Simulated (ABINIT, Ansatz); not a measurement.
**Quasiparticle gap of NaAsF6 (Fm-3m) in ABINIT**

How does a plane-wave GW calculation on NaAsF6 (Fm-3m) run from the first input to the gap?

Calculated with ABINIT 10.8.3; LDA and many-body steps on it, plane waves.

**1. The structure**

Symmetry: Fm-3m, No. 225, cubic system. The conventional cell has a = 7.966 Å, b = 7.966 Å, c = 7.966 Å, α = 90.00°, β = 90.00°, γ = 90.00°. Na has 6 F at 2.24 Å nearest. Nearest to As lie 6 F at 1.74 Å. F has 1 As at 1.74 Å and 1 Na at 2.24 Å nearest. Farther neighbours and most contacts between anions are not listed.

Structure file:

```cif
data_structure
_symmetry_space_group_name_H-M 'Fm-3m'
_symmetry_Int_Tables_number 225
_cell_length_a 7.9661
_cell_length_b 7.9661
_cell_length_c 7.9661
_cell_angle_alpha 90.000
_cell_angle_beta 90.000
_cell_angle_gamma 90.000
_cell_volume 505.52
loop_
_atom_site_label
_atom_site_type_symbol
_atom_site_symmetry_multiplicity
_atom_site_Wyckoff_symbol
_atom_site_fract_x
_atom_site_fract_y
_atom_site_fract_z
_atom_site_occupancy
Na1 Na 4 b 0.50000 0.00000 0.00000 1
As1 As 4 a 0.00000 0.00000 0.00000 1
F1 F 24 e 0.00000 0.00000 0.78163 1
```

The cell and positions are those that the Materials Project relaxed with its own functionals (PBE, PBE+U or r2SCAN), kept fixed.

**2. Ground state**

This step: ABINIT 10.8.3; DFT, LDA, plane waves, norm-conserving pseudopotentials.

The ground-state density comes first.

run.abi reads:

```
acell 3*1.0 Angstrom
rprim 
  -0.000000000000 3.983049320000 3.983049320000
  3.983049320000 -0.000000000000 3.983049320000
  3.983049320000 3.983049320000 0.000000000000
ntypat 3
znucl 11 33 9
natom 8
typat 1 2 3 3 3 3 3 3
xred 
  0.500000000000 0.500000000000 0.500000000000
  0.000000000000 0.000000000000 0.000000000000
  0.781629880000 0.781629880000 0.218370120000
  0.218370120000 0.781629880000 0.218370120000
  0.781629880000 0.218370120000 0.218370120000
  0.218370120000 0.218370120000 0.781629880000
  0.781629880000 0.218370120000 0.781629880000
  0.218370120000 0.781629880000 0.781629880000
pp_dirpath "pseudos"
pseudos "Na.upf, As.upf, F.upf"
ecut 44
ngkpt 4 4 4
nshiftk 1
shiftk 0 0 0
kptopt 1
chksymbreak 0
nband 45
occopt 1
tolvrs 1e-10
nstep 60
prtwf 0
optforces 0
optstress 0
indata_prefix "in"
outdata_prefix "out"
tmpdata_prefix "tmp"
```

Command:

```console
OMP_NUM_THREADS=1 mpirun -n 4 abinit run.abi > log
```

Numbers of over 12 decimals in the logs are rounded to 6 here.

What it wrote:

```text
.Version 10.8.3 of ABINIT. v10.8.2 released Aug 2026.

 Symmetries : space group Fm -3 m (#225); Bravais cF (face-center cubic)
================================================================================
 Values of the parameters that define the memory need of the present run
     intxc =       0    ionmov =       0      iscf =       7    lmnmax =       6
     lnmax =       6     mgfft =      64  mpssoang =       3    mqgrid =    3001
     natom =       8  nloc_mem =       1    nspden =       1   nspinor =       1
    nsppol =       1      nsym =      48    n1xccc =    2501    ntypat =       3
    occopt =       1   xclevel =       1
-    mband =          45        mffmem =           1         mkmem =           2
       mpw =       11895          nfft =      262144          nkpt =           8
================================================================================
  Rough estimation (10% accuracy) of disk space for files :
================================================================================

--------------------------------------------------------------------------------
------------- Echo of variables that govern the present computation ------------
--------------------------------------------------------------------------------
 -outvars: echo values of preprocessed input variables --------
            acell      1.8897261259E+00  1.8897261259E+00  1.8897261259E+00 Bohr

      chksymbreak           0
             ecut      4.40000000E+01 Hartree
-          fftalg         312

              ixc       -1012
              kpt      0.00000000E+00  0.00000000E+00  0.00000000E+00
                       2.50000000E-01  0.00000000E+00  0.00000000E+00
                       5.00000000E-01  0.00000000E+00  0.00000000E+00
                       2.50000000E-01  2.50000000E-01  0.00000000E+00
                       5.00000000E-01  2.50000000E-01  0.00000000E+00
                      -2.50000000E-01  2.50000000E-01  0.00000000E+00
                       5.00000000E-01  5.00000000E-01  0.00000000E+00
                      -2.50000000E-01  5.00000000E-01  2.50000000E-01
         kptrlatt        4    0    0      0    4    0      0    0    4
          kptrlen      4.25784199E+01
P           mkmem           2
            natom           8
            nband          45
            ngfft          64      64      64
             nkpt           8
            nstep          60
             nsym          48
           ntypat           3
              occ      2.000000  2.000000  2.000000  2.000000  2.000000  2.000000
                       2.000000  2.000000  2.000000  2.000000  2.000000  2.000000
                       2.000000  2.000000  2.000000  2.000000  2.000000  2.000000
                       2.000000  2.000000  2.000000  2.000000  2.000000  2.000000
                       2.000000  2.000000  2.000000  2.000000  2.000000  2.000000
                       2.000000  2.000000  2.000000  2.000000  2.000000  2.000000
                       2.000000  0.000000  0.000000  0.000000  0.000000  0.000000
                       0.000000  0.000000  0.000000
        optforces           0
        optstress           0
            prtwf           0
            rprim     -0.0000000000E+00  3.9830493200E+00  3.9830493200E+00
                       3.9830493200E+00 -0.0000000000E+00  3.9830493200E+00
                       3.9830493200E+00  3.9830493200E+00  0.0000000000E+00
          spgroup         225

           tolvrs      1.00000000E-10

             xred      5.0000000000E-01  5.0000000000E-01  5.0000000000E-01
[...]
znucl       11.00000   33.00000    9.00000

================================================================================

 chkinp: Checking input parameters for consistency.

================================================================================
== DATASET  1 ==================================================================
-   mpi_nproc: 4, omp_nthreads: 1 (-1 if OMP is not activated)

--- !DatasetInfo
iteration_state: {dtset: 1, }
dimensions: {natom: 8, nkpt: 8, mband: 45, nsppol: 1, nspinor: 1, nspden: 1, mpw: 11895, }
cutoff_energies: {ecut:  44.0, pawecutdg:  -1.0, }
electrons: {nelect:   7.40000000E+01, charge:   0.00000000E+00, occopt:   1.00000000E+00, tsmear:   1.00000000E-02, }

 Real(R)+Recip(G) space primitive vectors, cartesian coordinates (Bohr,Bohr^-1):
 R(1)=  0.0000000  7.5268724  7.5268724  G(1)= -0.0664287  0.0664287  0.0664287
 R(2)=  7.5268724  0.0000000  7.5268724  G(2)=  0.0664287 -0.0664287  0.0664287
 R(3)=  7.5268724  7.5268724  0.0000000  G(3)=  0.0664287  0.0664287 -0.0664287
 Unit cell volume ucvol=  8.5285196E+02 bohr^3
 Angles (23,13,12)=  6.00000000E+01  6.00000000E+01  6.00000000E+01 degrees

 getcut: wavevector=  0.0000  0.0000  0.0000  ngfft=  64  64  64
         ecut(hartree)=     44.000   => boxcut(ratio)=   2.01353

--- Pseudopotential description ------------------------------------------------
- Na Generated using ONCVPSP code by D. R. Hamann
- 11.00000   9.00000  180309                  znucl, zion, pspdat
12 -1012 1 -1 1968                            pspcod,pspxc,lmax,lloc,mmax
     nproj     2     2     0
  pspatm : epsatm=    9.37365322
         --- l  ekb(1:nproj) -->
[...]
pspatm: atomic psp has been read  and splines computed

[...]
12 -1012 2 -1 824                             pspcod,pspxc,lmax,lloc,mmax
     nproj     2     2     1
  pspatm : epsatm=    4.94580260
         --- l  ekb(1:nproj) -->
[...]
2   -2.364936
 pspatm: atomic psp has been read  and splines computed

   4.71776041E+03                                ecore*ucvol(ha*bohr**3)
--------------------------------------------------------------------------------

_setup2: Arith. and geom. avg. npw (full set) are   11878.703   11878.681

================================================================================

--- !BeginCycle
iteration_state: {dtset: 1, }
solver: {iscf: 7, nstep: 60, nline: 4, wfoptalg: 0, }
tolerances: {tolvrs: 1.00E-10, }

     iter   Etot(hartree)      deltaE(h)  residm     vres2
 ETOT  1  -498.88207265930    -4.989E+02 1.040E+00 2.535E+03
 ETOT  2  -501.39772360791    -2.516E+00 2.185E-02 1.042E+03
 ETOT  3  -501.56375749858    -1.660E-01 4.649E-03 3.193E+01
 ETOT  4  -501.57033904117    -6.582E-03 1.601E-03 4.971E+00
 ETOT  5  -501.57058508191    -2.460E-04 6.755E-04 4.162E-01
 ETOT  6  -501.57061465618    -2.957E-05 2.951E-04 6.377E-02
 ETOT  7  -501.57061977923    -5.123E-06 1.093E-04 5.163E-03
 ETOT  8  -501.57061998033    -2.011E-07 5.484E-05 4.270E-04
 ETOT  9  -501.57062001235    -3.203E-08 3.068E-05 1.935E-05
 ETOT 10  -501.57062001394    -1.584E-09 2.399E-05 2.560E-06
 ETOT 11  -501.57062001415    -2.083E-10 1.875E-05 1.367E-07
 ETOT 12  -501.57062001419    -4.707E-11 1.724E-05 1.004E-08
 ETOT 13  -501.57062001410     9.732E-11 1.440E-05 2.055E-09
 ETOT 14  -501.57062001421    -1.153E-10 1.362E-05 3.668E-11

 At SCF step   14       vres2   =  3.67E-11 < tolvrs=  1.00E-10 =>converged.

--- !ResultsGS
iteration_state: {dtset: 1, }
comment   : Summary of ground state results
lattice_vectors:
- [ -0.0000000,   7.5268724,   7.5268724, ]
- [  7.5268724,  -0.0000000,   7.5268724, ]
- [  7.5268724,   7.5268724,   0.0000000, ]
lattice_lengths: [  10.64460,   10.64460,   10.64460, ]
lattice_angles: [ 60.000,  60.000,  60.000, ] # degrees, (23, 13, 12)
lattice_volume:   8.5285196E+02
convergence: {deltae: -1.153E-10, res2:  3.668E-11, residm:  1.362E-05, diffor:  0.000E+00, }
etotal    :  -5.01570620E+02
entropy   :   0.00000000E+00
fermie    :  -1.35215614E-01
cartesian_stress_tensor: null
pressure_GPa: null
xred      :
- [  5.0000E-01,   5.0000E-01,   5.0000E-01, Na]
- [  0.0000E+00,   0.0000E+00,   0.0000E+00, As]
- [  7.8163E-01,   7.8163E-01,   2.1837E-01,  F]
- [  2.1837E-01,   7.8163E-01,   2.1837E-01,  F]
- [  7.8163E-01,   2.1837E-01,   2.1837E-01,  F]
- [  2.1837E-01,   2.1837E-01,   7.8163E-01,  F]
- [  7.8163E-01,   2.1837E-01,   7.8163E-01,  F]
- [  2.1837E-01,   7.8163E-01,   7.8163E-01,  F]
cartesian_forces: null
force_length_stats: {min: null, max: null, mean: null, }

 Integrated electronic density in atomic spheres:
 ------------------------------------------------
 Atom  Sphere_radius  Integrated_density
[...]
================================================================================

 ----iterations are completed or convergence reached----

 Mean square residual over all n,k,spin=   39.260E-09; max=  13.620E-06
 reduced coordinates (array xred) for    8 atoms
[...]
0.218370120000      0.781629880000      0.218370120000
       0.781629880000      0.218370120000      0.218370120000
       0.218370120000      0.218370120000      0.781629880000
       0.781629880000      0.218370120000      0.781629880000
       0.218370120000      0.781629880000      0.781629880000
 rms dE/dt=  0.0000E+00; max dE/dt=  0.0000E+00; dE/dt below (all hartree)
    1       0.000000000000      0.000000000000      0.000000000000
    2       0.000000000000      0.000000000000      0.000000000000
    3       0.000000000000      0.000000000000      0.000000000000
    4       0.000000000000      0.000000000000      0.000000000000
    5       0.000000000000      0.000000000000      0.000000000000
    6       0.000000000000      0.000000000000      0.000000000000
    7       0.000000000000      0.000000000000      0.000000000000
    8       0.000000000000      0.000000000000      0.000000000000

 cartesian coordinates (angstrom) at end:
    1      3.983049     3.983049     3.983049
    2      0.000000     0.000000     0.000000
    3      3.983049     3.983049     6.226541
    4      3.983049     1.739558     3.983049
    5      1.739558     3.983049     3.983049
    6      3.983049     3.983049     1.739558
    7      3.983049     6.226541     3.983049
    8      6.226541     3.983049     3.983049
 length scales=  1.889726125908  1.889726125908  1.889726125908 bohr
              =  1.000000000000  1.000000000000  1.000000000000 angstroms
 prteigrs : about to open file out_EIG
 Fermi (or HOMO) energy (hartree) =  -0.13522   Average Vxc (hartree)=  -0.31537
 Eigenvalues (hartree) for nkpt=   8  k points:
 kpt#   1, nband= 45, wtk=  0.01563, kpt=  0.0000  0.0000  0.0000 (reduced coord)
  -6.89287   -4.82865   -4.82865   -4.82865   -1.82304   -1.43321   -1.43321   -1.42739
  -1.42739   -1.42739   -0.94739   -0.88658   -0.88658   -0.88658   -0.85236   -0.85236
  -0.81140   -0.81140   -0.81140   -0.45281   -0.30943   -0.30943   -0.30943   -0.22475
  -0.22475   -0.22475   -0.20834   -0.20834   -0.16829   -0.16829   -0.16829   -0.16420
  -0.16420   -0.16420   -0.13522   -0.13522   -0.13522    0.05916    0.20571    0.28950
   0.28950    0.28950    0.31857    0.40646    0.40646
 prteigrs : prtvol=0 or 1, do not print more k-points.

--- !EnergyTerms
iteration_state     : {dtset: 1, }
comment             : Components of total free energy in Hartree
kinetic             :  2.61224182720582E+02
hartree             :  2.62193881981845E+02
xc                  : -7.01193622466887E+01
Ewald energy        : -1.68744071930517E+02
psp_core            :  5.53174601230184E+00
local_psp           : -6.83938826550773E+02
non_local_psp       : -1.07718170000962E+02
total_energy        : -5.01570620014211E+02
total_energy_eV     : -1.36484318708429E+04
band_energy         : -8.39977317801082E+01

== END DATASET(S) ==============================================================
================================================================================

 -outvars: echo values of variables after computation  --------
           etotal     -5.0157062001E+02
            nband          45
             nkpt           8
          spgroup         225
 [... the other variables as echoed above ...]

 Calculation completed.
```

The job ended after 64 s (4 MPI ranks of Arm Neoverse V1, shared host; peak memory 0.55 GiB; 4.3 min of CPU time).

Numbers from this step:

| Quantity | Value |
| --- | --- |
| total energy | -13648.4319 eV |
| gap | 5.289 eV |
| k of the valence top | 0, 0, 0 |
| k of the conduction bottom | 0, 0, 0 |
| least direct gap | 5.289 eV |

The gap is direct, at Γ.

[end of part 1 of 3]

[Paths, hosts, dates, memory and timing lines, banners, echoed tables and standing remarks are left out of the program output.]

[Logs are printed without paths, hosts, clocks, repeated set-up lines and the standing remarks that a program may print on its own settings, such as how far it seeks lower states.]

[Runs of the session that timed out or met a known fault of the program may be left out.]

[Hosts, paths, dates, database ids (printed as entryN), source tags and the programs' standing remarks are cut or masked in the printed files.]

[G0W0 gaps are taken among the corrected bands and points alone; a level outside them can change the order at an edge.]

[Where Ansatz stands beside ABINIT at settings called matched, ABINIT's density can come from a denser mesh and the files from another edition; pairs whose starting gaps differed by over 0.03 eV were left out, so agreement reads better than it is.]
